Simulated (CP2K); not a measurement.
Consider pyridine monohydrate at its PBE geometry (Å).

```xyz
14

C    -0.4777    0.9903   -1.7866
C     0.5134    1.4902   -0.9393
C     0.8102    0.7876    0.2307
N     0.1869   -0.3512    0.5849
C    -0.7618   -0.8263   -0.2417
C    -1.1270   -0.1937   -1.4323
O     0.9920   -1.8050    2.8692
H    -0.7380    1.5121   -2.7076
H     1.0488    2.4085   -1.1774
H     1.5828    1.1412    0.9164
H    -1.2395   -1.7578    0.0688
H    -1.9042   -0.6238   -2.0631
H     0.4291   -1.4924    3.5955
H     0.6850   -1.2797    2.0825
```

Method: CP2K XAS_TDP, all-electron GAPW, PBEh(45%), aug-cc-pVDZ, TDA, GW2X-corrected core level, no relativity.

**Question.** Where do the N K-edge lines lie, and how strong are they?

Leading lines: N4 399.61 eV. The leading line of an atom is its first one with 35 % of the strongest within 2.5 eV of its lowest line over the strength cut. Core ionisation energies at this level: N4 405.81 eV.

The first six lines of each atom with a strength over 0.0015:

| atom | energy (eV) | states | strength, one atom | above the computed threshold |
| --- | --- | --- | --- | --- |
| N4 (bonded to 2 C, takes 1 H bond) | 399.61 | 1 | 0.0496 |  |
|  | 404.85 | 1 | 0.0019 |  |
|  | 406.43 | 1 | 0.0056 | yes |
|  | 406.83 | 1 | 0.0021 | yes |
|  | 406.94 | 1 | 0.0045 | yes |
|  | 407.23 | 1 | 0.0055 | yes |

Lines are vertical, at one geometry, with no vibrational structure. GW2X ionisation energies and lines can be off by 1 to 2 eV either way, and a good line position may hide errors that cancel. These values hold no scalar relativity, about 0.2 eV for N 1s. Rydberg lines, and the discretised continuum above threshold, depend on the basis and the box. This is one low-energy arrangement of the cluster, relaxed without a dispersion correction; others exist.

[Banner, clock and machine lines of the logs are left out without a mark of their own.]

[Logs are printed without paths, hosts, clocks, repeated set-up lines and the standing remarks that a program may print on its own settings, such as how far it seeks lower states.]

[Hosts, paths, dates, database ids (printed as entryN), source tags and the programs' standing remarks are cut or masked in the printed files.]
